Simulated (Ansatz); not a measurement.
## TiO2 (Rutile): how robust is the cRPA U?

Wanted: the sensitivity and cost of U and J for TiO2 (Rutile).

Main program and level: Ansatz 0.2.0; constrained RPA on LDA, plane waves, PAW.

## (1) Starting point

The structure is tetragonal, space group P4_2/mnm (No. 136). Conventional cell: a = 4.592 Å, b = 4.592 Å, c = 2.957 Å, α = 90.00°, β = 90.00°, γ = 90.00°. Nearest to Ti lie 6 O at 1.95 to 1.98 Å. O has 3 Ti at 1.95 to 1.98 Å nearest. Farther neighbours and most contacts between anions are not listed.

The cell and positions come from the Crystallography Open Database and are kept as given unless a step says otherwise. The program's search for lower electronic states was switched off, so nothing shows that the state found is the lowest. The default PAW set here is soft_2. Its files were made with PBE.

## (2) Base: Ti d, bands c1 to c10, 4×4×6 mesh, medium accuracy

Constrained RPA screens the interaction with every transition except those inside the target bands, which a later many-body model would treat itself.

input.yaml reads:

```yaml
crystal:
  lattice:
    - [2.2961, 2.2961, 3.24717576]
    - [-2.2961, -2.2961, 3.24717576]
    - [2.09119759, -2.09119759, 0.0]
  atoms:
    - { symbol: Ti, position: [0.0, 0.0, 0.0] }
    - { symbol: Ti, position: [0.5, 0.5, 0.5] }
    - { symbol: O, position: [0.30496, 0.30496, 0.0] }
    - { symbol: O, position: [0.19504, 0.80496, 0.5] }
    - { symbol: O, position: [0.69504, 0.69504, 0.0] }
    - { symbol: O, position: [0.80496, 0.19504, 0.5] }
kpoints:
  mp_grid: { grid: [8, 8, 12] }
hamiltonian:
  xc: lda
scf:
  occupations: { method: gaussian, width: 0.08 }
  n_extra_bands: 24
  max_iter: 150
  lower_state_search: "off"
output:
  crpa:
    kmesh: [4, 4, 6]
    target_bands: [c1, c10]
    projections: [{ species: Ti, l: d, shell: 3 }]
  local_orbitals:
    kmesh: [8, 8, 12]
    orbitals: [{ species: Ti, l: d, shell: 3 }]
    window: { bands: [c1, c10] }
    seedname: lo
```

The run is started by

```bash
$ ansatz run input.yaml --threads 8 --pin off --max-ram 14745MiB --backend cpu --events-out ev --progress --plain --runs-dir out
```

Numbers of over 12 decimals in the logs are rounded to 6 here.

The log of the run:

```text
scf.n_extra_bands = 24 over 24 filled bands (N_el = 48.0): the run solves 48 bands
Engine: ansatz 0.2.0, aarch64-unknown-linux-gnu
Pseudopotentials: kind: paw
Pseudopotential: Ti, paw, valence charge 12, recommended cutoff 420 eV (normal), Ti.paw.azcp
Pseudopotential: O, paw, valence charge 6, recommended cutoff 420 eV (normal), O.paw.azcp
Functional definition: SPW92
  exchange = slater_x
  correlation = pw_c
Crystal: 6 atoms, lattice volume = 62.367 Å³
Basis set: ecut = 420 eV, 1217 PW (Γ)
Bands: 48, of which v1, the nominal top of the filled ones, is band 24 counted from 1 (23 counted from 0)
Symmetry: 16 space group operations
Space group: P42/mnm (ITA 136), of the structure as read, at distance tolerance 4.0e-5 Å
k-points: 105 of 768
Non-local potential: Ti, projectors of the file, l = 0: 3, l = 1: 2, l = 2: 3, l = 3: 1
Non-local potential: O, projectors of the file, l = 0: 2, l = 1: 2, l = 2: 1
PAW form: soft (Blöchl's): semilocal exchange-correlation on the pseudo side does not see the compensation charge
PAW frozen core: Ti, regenerated for the run's functional, and the local potential with it (the file was generated under x = pbe(κ = 0.804, μ = 0.219515), c = pbe(β = 0.066725))
PAW frozen core: O, regenerated for the run's functional, and the local potential with it (the file was generated under x = pbe(κ = 0.804, μ = 0.219515), c = pbe(β = 0.066725))
PAW one-centre angular grid: Ti, 590 points (default); XC on 64 Gauss nodes
PAW one-centre angular grid: O, 110 points (default); XC on 64 Gauss nodes
Initial density: superposition of atomic densities (neutral atoms: chi_scale 0, normalization atom), corrected by the library's trained network
Initial wavefunctions: pseudopotential atomic-orbital guess
Functional: x = slater, c = lda
SCF iter   1: F=—  HF=-7130.408859 eV  |F-HF|=—  |Δ(HF+E_count)|=         —  Δρ=2.34e-2  dr2=3.24e-1  ethr=1.77e-3  ⟨swp⟩=5.2  Hψ=21339  notcnv=0  defer=601
preconditioner: auto → Resta (q_TF=auto, 2.612 Å⁻¹)  ε∞=3.2  [insulator: Δε(μ)=1.559 eV  Ē_g=17.910 eV  σ=0.080 eV  W_gap=1.00  n_scr=18 (ndim 8)  ℏωp=26.6 eV  f_vac=0.017  D(μ)=0.00/eV (n_scr^D=0)  ε∞_Penn≈3.2]
SCF iter   2: F=—  HF=-7130.374449 eV  |F-HF|=—  |Δ(HF+E_count)|=   3.44e-2  Δρ=1.71e-2  dr2=1.58e-1  ethr=6.75e-4  ⟨swp⟩=2.7  Hψ=7851  notcnv=0  defer=1864
SCF iter   3: F=—  HF=-7130.345173 eV  |F-HF|=—  |Δ(HF+E_count)|=   2.93e-2  Δρ=3.74e-3  dr2=6.00e-3  ethr=3.29e-4  ⟨swp⟩=2.0  Hψ=5053  notcnv=0  defer=1864
SCF iter   4: F=—  HF=-7130.343689 eV  |F-HF|=—  |Δ(HF+E_count)|=   1.48e-3  Δρ=8.33e-4  dr2=3.47e-4  ethr=1.25e-5  ⟨swp⟩=2.0  Hψ=6240  notcnv=0  defer=1864
SCF iter   5: F=—  HF=-7130.343646 eV  |F-HF|=—  |Δ(HF+E_count)|=   4.29e-5  Δρ=3.71e-4  dr2=8.86e-5  ethr=7.23e-7  ⟨swp⟩=3.0  Hψ=6547  notcnv=0  defer=1864
[...]
cRPA screening: q 1/96
cRPA screening: q 2/96
cRPA screening: q 4/96 (q-point 3)
cRPA screening: q 6/96 (q-point 4)
cRPA screening: q 7/96
cRPA screening: q 11/96 (q-point 8)
cRPA screening: q 15/96 (q-point 9)
cRPA screening: q 19/96 (q-point 10)
cRPA screening: q 23/96 (q-point 11)
cRPA screening: q 27/96 (q-point 12)
cRPA screening: q 31/96 (q-point 13)
[...]
cRPA screening: q 91/96 (q-point 61)
cRPA screening: q 92/96 (q-point 62)
cRPA screening: q 94/96 (q-point 63)
cRPA screening: q 96/96 (q-point 64)
SCF converged after 7 iterations
Free energy (F): -7130.343628 eV
Harris-Foulkes:  -7130.343628 eV  (|F-HF|=4.41e-10)
Internal energy: -7130.343628 eV  (E = F + TS)
E sigma→0 (E₀):  -7130.343628 eV
Fermi energy:    9.681983 eV
--- Per-component energies (eV) ---
  E_band       = -400.650430
  E_kinetic    = 1240.096798
  E_local      = -3088.128598  (includes V_loc(G=0)·N_el)
  E_nonlocal   = 211.620757
  E_hartree    = 1167.549251
  E_xc         = -484.972032
  E_vxc        = -618.359011  (∫ρ·V_xc dr)
  E_paw        = -2580.464764  (= ΣΔE_a)
  E_vpaw       = -480.993373  (= ΣTr[D̂ρ^β])
  E_aug_tail   = 0.010199  (compensation charges beyond the density's cutoff)
  E_ewald      = -3597.094827
  E_core_change = 1.039587  (= ΣΔE_core)
  E_smearing   = -0.000000  (= −TS)
  E_closure    = 0.000000  (closes the sum)
  Σ components = -7130.343628   (vs F -7130.343628, Δ=0.00e0)
--- Band table (eV; the first three rows and the last of 105) ---
  k-point 0: bands = [... 20 lower, 8.0783, 8.3295, 8.3295, 8.7758, 10.5882, 10.8770, 11.1347, 11.2255, ... 20 higher]
  k-point 1: bands = [... 20 lower, 7.7640, 8.1817, 8.1817, 8.7448, 10.7811, 10.9535, 11.0824, 11.3232, ... 20 higher]
  k-point 2: bands = [... 20 lower, 7.0629, 7.7945, 7.7945, 8.6135, 10.9784, 11.1136, 11.1726, 11.5714, ... 20 higher]
  k-point 104: bands = [... 20 lower, 7.4748, 7.4748, 8.1009, 8.1009, 11.3184, 11.3184, 11.9452, 11.9452, ... 20 higher]
--- cRPA (band scheme, projected local orbitals): target bands 25..34 (1-based), 10 Wannier function(s), 4×4×6 mesh, 68 bands' worth read of 73 solved, ecut_chi 136.0 eV, v(q+G=0) probe_charge, pair densities all_electron ---
  χ-basis size per q: N_G = 216..232
  window electrons = 0.0000, filled by tetrahedron_uncorrected; constrained ε̄⁻¹(q = 0, 0) head = 0.126954; min gauge Gram eig = 0.3200
  Kanamori averages over each shell's own Wannier functions (sites counted from 0, functions from 1):
  Each shell's averages of U are screened by what lies outside the whole window alone: parameters of one model of all the shells.
    Site 0, 3D, 5 of 5 d orbitals (Wannier functions 1, 2, 3, 4, 5; wannier90's mr 1, 2, 3, 4, 5):
      screened: U = 3.2599 eV, U' = 2.4256 eV, J = 0.3981 eV
      screened, to within: U = 2.5e-3 eV, U' = 2.5e-3 eV, J = 4.7e-4 eV
      bare: V = 16.2215 eV, V' = 15.0701 eV, J = 0.5321 eV
    Site 1, 3D, 5 of 5 d orbitals (Wannier functions 6, 7, 8, 9, 10; wannier90's mr 1, 2, 3, 4, 5):
      screened: U = 3.2330 eV, U' = 2.4323 eV, J = 0.4048 eV
      screened, to within: U = 2.4e-3 eV, U' = 2.4e-3 eV, J = 4.9e-4 eV
      bare: V = 16.1567 eV, V' = 15.0863 eV, J = 0.5482 eV
  Hermiticity witness max|P − P†| over intra, direct and exchange elements: 8.88e-15 eV (screened), 1.39e-17 eV (bare)
  Reality witness max|Im| over intra, direct and exchange elements: 1.66e-10 eV (screened), 4.80e-13 eV (bare)
```

The job ended after 5.7 min (8 threads of Arm Neoverse V2, shared host; peak memory 0.9 GiB).

Reading the cycles: dr2 is the Hartree energy of the density residual (eV), the measure of convergence; HF is the Harris–Foulkes estimate of the energy, which meets the free energy F at convergence.

This step gave:

- U: 3.260 eV
- U prime (inter-orbital): 2.426 eV
- J: 0.3981 eV
- bare V: 16.22 eV
- bare J: 0.5321 eV
- stated bound on U: 0.002441 eV
- U over bare V: 0.2010
- electrons in the window: 0
- head of the constrained inverse dielectric matrix: 0.1270
- least eigenvalue of the projection's overlap: 0.3200
- target functions: 10
- bands in the sums: 68
- r.m.s. miss of the model bands: 7.47e-4 eV
- width of the target bands: 5.793 eV
- weight of the projected orbitals in the window: 0.7629

On the Ti d shell, screening brings the on-site interaction from 16.2 eV down to U = 3.26 eV.

## (3) Changed: 2×2×4 mesh

input.yaml, as its differences from that of step 2:

```diff
@@ -23,9 +23,4 @@
   crpa:
-    kmesh: [4, 4, 6]
+    kmesh: [2, 2, 4]
     target_bands: [c1, c10]
     projections: [{ species: Ti, l: d, shell: 3 }]
-  local_orbitals:
-    kmesh: [8, 8, 12]
-    orbitals: [{ species: Ti, l: d, shell: 3 }]
-    window: { bands: [c1, c10] }
-    seedname: lo
```

The log of the run:

```text
[...]
Crystal: 6 atoms, lattice volume = 62.367 Å³
Basis set: ecut = 420 eV, 1217 PW (Γ)
Bands: 48, of which v1, the nominal top of the filled ones, is band 24 counted from 1 (23 counted from 0)
Symmetry: 16 space group operations
[...]
k-points: 105 of 768
[...]
SCF iter   1: F=—  HF=-7130.408859 eV  |F-HF|=—  |Δ(HF+E_count)|=         —  Δρ=2.34e-2  dr2=3.24e-1  ethr=1.77e-3  ⟨swp⟩=5.2  Hψ=21339  notcnv=0  defer=601
[...]
SCF iter   7: F=-7130.343628 eV  HF=-7130.343628 eV  |F-HF|=4.41e-10  |Δ(HF+E_count)|=   1.55e-7  Δρ=4.33e-6  dr2=1.42e-8  ethr=2.08e-10  ⟨swp⟩=8.1  Hψ=25603  notcnv=0
SCF 1 converged in 7 iterations: F = -7130.343628 eV  dr2 = 1.42e-8
[...]
NSCF: frozen V_eff on 9 k-points
[...]
cRPA screening: q 1/16
cRPA screening: q 2/16
cRPA screening: q 4/16 (q-point 3)
cRPA screening: q 5/16
cRPA screening: q 7/16 (q-point 6)
cRPA screening: q 11/16 (q-point 7)
cRPA screening: q 13/16
cRPA screening: q 14/16
cRPA screening: q 16/16 (q-point 15)
SCF converged after 7 iterations
Free energy (F): -7130.343628 eV
[...]
Internal energy: -7130.343628 eV  (E = F + TS)
E sigma→0 (E₀):  -7130.343628 eV
Fermi energy:    9.681983 eV
[...]
--- Band table (eV; the first three rows and the last of 105) ---
  k-point 0: bands = [... 20 lower, 8.0783, 8.3295, 8.3295, 8.7758, 10.5882, 10.8770, 11.1347, 11.2255, ... 20 higher]
  k-point 1: bands = [... 20 lower, 7.7640, 8.1817, 8.1817, 8.7448, 10.7811, 10.9535, 11.0824, 11.3232, ... 20 higher]
  k-point 2: bands = [... 20 lower, 7.0629, 7.7945, 7.7945, 8.6135, 10.9784, 11.1136, 11.1726, 11.5714, ... 20 higher]
  k-point 104: bands = [... 20 lower, 7.4748, 7.4748, 8.1009, 8.1009, 11.3184, 11.3184, 11.9452, 11.9452, ... 20 higher]
[...]
χ-basis size per q: N_G = 216..232
[...]
screened: U = 3.2370 eV, U' = 2.4022 eV, J = 0.3981 eV
      screened, to within: U = 2.6e-3 eV, U' = 2.6e-3 eV, J = 4.8e-4 eV
      bare: V = 16.2819 eV, V' = 15.1319 eV, J = 0.5308 eV
[...]
screened: U = 3.2095 eV, U' = 2.4090 eV, J = 0.4049 eV
      screened, to within: U = 2.5e-3 eV, U' = 2.5e-3 eV, J = 5.0e-4 eV
      bare: V = 16.2168 eV, V' = 15.1481 eV, J = 0.5471 eV
[...]
```

Run time: 27 s. Hardware: 8 threads; peak memory 0.76 GiB; 3.2 min of CPU time.

Numbers from this step:

* U: 3.237 eV
* U prime (inter-orbital): 2.402 eV
* J: 0.3981 eV
* bare V: 16.28 eV
* bare J: 0.5308 eV
* stated bound on U: 0.002555 eV
* U over bare V: 0.1988
* electrons in the window: 0
* head of the constrained inverse dielectric matrix: 0.1120
* least eigenvalue of the projection's overlap: 0.3200
* target functions: 10
* bands in the sums: 68
* width of the target bands: 5.793 eV
* weight of the projected orbitals in the window: 0.7629

On the Ti d shell, screening brings the on-site interaction from 16.3 eV down to U = 3.24 eV.

## (4) Changed: 2×2×2 mesh

input.yaml, as its differences from that of step 3:

```diff
@@ -23,3 +23,3 @@
   crpa:
-    kmesh: [2, 2, 4]
+    kmesh: [2, 2, 2]
     target_bands: [c1, c10]
```

The log of the run:

```text
[...]
Crystal: 6 atoms, lattice volume = 62.367 Å³
Basis set: ecut = 420 eV, 1217 PW (Γ)
Bands: 48, of which v1, the nominal top of the filled ones, is band 24 counted from 1 (23 counted from 0)
Symmetry: 16 space group operations
[...]
k-points: 105 of 768
[...]
χ-basis size per q: N_G = 216..232
[...]
screened: U = 3.2980 eV, U' = 2.4384 eV, J = 0.4054 eV
      screened, to within: U = 2.9e-3 eV, U' = 2.8e-3 eV, J = 5.0e-4 eV
      bare: V = 16.5712 eV, V' = 15.3955 eV, J = 0.5374 eV
[...]
screened: U = 3.2665 eV, U' = 2.4463 eV, J = 0.4133 eV
      screened, to within: U = 2.8e-3 eV, U' = 2.8e-3 eV, J = 5.2e-4 eV
      bare: V = 16.5043 eV, V' = 15.4122 eV, J = 0.5541 eV
[...]
[key lines of the parts left out:]
SCF converged after 7 iterations
Free energy (F): -7130.343628 eV
Fermi energy:    9.681983 eV
```

The job ended after 13 s (8 threads; peak memory 0.7 GiB; 90 s of CPU time).

Numbers from this step:

```
U                                                 : 3.298 eV
U prime (inter-orbital)                           : 2.438 eV
J                                                 : 0.4054 eV
bare V                                            : 16.57 eV
bare J                                            : 0.5374 eV
stated bound on U                                 : 0.002800 eV
U over bare V                                     : 0.1990
electrons in the window                           : 0
head of the constrained inverse dielectric matrix : 0.08876
least eigenvalue of the projection's overlap      : 0.3200
target functions                                  : 10
bands in the sums                                 : 68
width of the target bands                         : 5.793 eV
weight of the projected orbitals in the window    : 0.7629
```

On the Ti d shell, screening brings the on-site interaction from 16.6 eV down to U = 3.30 eV.

## (5) Changed: accuracy high

input.yaml, as its differences from that of step 4:

```diff
@@ -23,4 +23,5 @@
   crpa:
-    kmesh: [2, 2, 2]
+    kmesh: [4, 4, 6]
     target_bands: [c1, c10]
     projections: [{ species: Ti, l: d, shell: 3 }]
+    accuracy: high
```

The log of the run:

```text
[...]
Crystal: 6 atoms, lattice volume = 62.367 Å³
Basis set: ecut = 420 eV, 1217 PW (Γ)
Bands: 48, of which v1, the nominal top of the filled ones, is band 24 counted from 1 (23 counted from 0)
Symmetry: 16 space group operations
[...]
k-points: 105 of 768
[...]
χ-basis size per q: N_G = 216..232
[...]
screened: U = 3.2599 eV, U' = 2.4256 eV, J = 0.3981 eV
      screened, to within: U = 1.2e-3 eV, U' = 1.2e-3 eV, J = 1.0e-4 eV
      bare: V = 16.2215 eV, V' = 15.0701 eV, J = 0.5321 eV
[...]
screened: U = 3.2330 eV, U' = 2.4323 eV, J = 0.4048 eV
      screened, to within: U = 1.1e-3 eV, U' = 1.1e-3 eV, J = 1.2e-4 eV
      bare: V = 16.1567 eV, V' = 15.0863 eV, J = 0.5482 eV
[...]
[key lines of the parts left out:]
SCF converged after 7 iterations
Free energy (F): -7130.343628 eV
Fermi energy:    9.681983 eV
```

Wall time 5.9 min (8 threads); peak memory 0.96 GiB; 45 min of CPU time.

This step gave:

| Item | Value |
| --- | --- |
| U | 3.260 eV |
| U prime (inter-orbital) | 2.426 eV |
| J | 0.3981 eV |
| bare V | 16.22 eV |
| bare J | 0.5321 eV |
| stated bound on U | 0.001146 eV |
| U over bare V | 0.2010 |
| electrons in the window | 0 |
| head of the constrained inverse dielectric matrix | 0.1270 |
| least eigenvalue of the projection's overlap | 0.3200 |
| target functions | 10 |
| bands in the sums | 68 |
| width of the target bands | 5.793 eV |
| weight of the projected orbitals in the window | 0.7629 |

On the Ti d shell, screening brings the on-site interaction from 16.2 eV down to U = 3.26 eV.

## (6) Changed: accuracy low

input.yaml, as its differences from that of step 5:

```diff
@@ -26,2 +26,2 @@
     projections: [{ species: Ti, l: d, shell: 3 }]
-    accuracy: high
+    accuracy: low
```

The log of the run:

```text
[...]
Crystal: 6 atoms, lattice volume = 62.367 Å³
Basis set: ecut = 420 eV, 1217 PW (Γ)
Bands: 48, of which v1, the nominal top of the filled ones, is band 24 counted from 1 (23 counted from 0)
Symmetry: 16 space group operations
[...]
k-points: 105 of 768
[...]
χ-basis size per q: N_G = 216..232
[...]
screened: U = 3.2483 eV, U' = 2.4148 eV, J = 0.3977 eV
      screened, to within: U = 4.2e-2 eV, U' = 4.2e-2 eV, J = 5.3e-3 eV
      bare: V = 16.2215 eV, V' = 15.0701 eV, J = 0.5321 eV
[...]
screened: U = 3.2214 eV, U' = 2.4215 eV, J = 0.4045 eV
      screened, to within: U = 4.0e-2 eV, U' = 4.0e-2 eV, J = 5.8e-3 eV
      bare: V = 16.1567 eV, V' = 15.0863 eV, J = 0.5482 eV
[...]
[key lines of the parts left out:]
SCF converged after 7 iterations
Free energy (F): -7130.343628 eV
Fermi energy:    9.681983 eV
```

Run time: 2.6 min. Hardware: 8 threads; peak memory 0.85 GiB; 20 min of CPU time.

Numbers from this step:

```yaml
u: 3.248 eV
u_prime_inter_orbital: 2.415 eV
j: 0.3977 eV
bare_v: 16.22 eV
bare_j: 0.5321 eV
stated_bound_on_u: 0.04144 eV
u_over_bare_v: 0.2002
electrons_in_the_window: 0
head_of_the_constrained_inverse_dielectric_matrix: 0.1269
least_eigenvalue_of_the_projection_s_overlap: 0.3200
target_functions: 10
bands_in_the_sums: 68
width_of_the_target_bands: 5.793 eV
weight_of_the_projected_orbitals_in_the_window: 0.7629
```

On the Ti d shell, screening brings the on-site interaction from 16.2 eV down to U = 3.25 eV.

(Continued in part 2 of 2.)

[Paths, hosts, dates, memory and timing lines, banners, echoed tables and standing remarks are left out of the program output.]

[Logs are printed without paths, hosts, clocks, repeated set-up lines and the standing remarks that a program may print on its own settings, such as how far it seeks lower states.]

[Runs of the session that timed out or met a known fault of the program may be left out.]

[Hosts, paths, dates, database ids (printed as entryN), source tags and the programs' standing remarks are cut or masked in the printed files.]
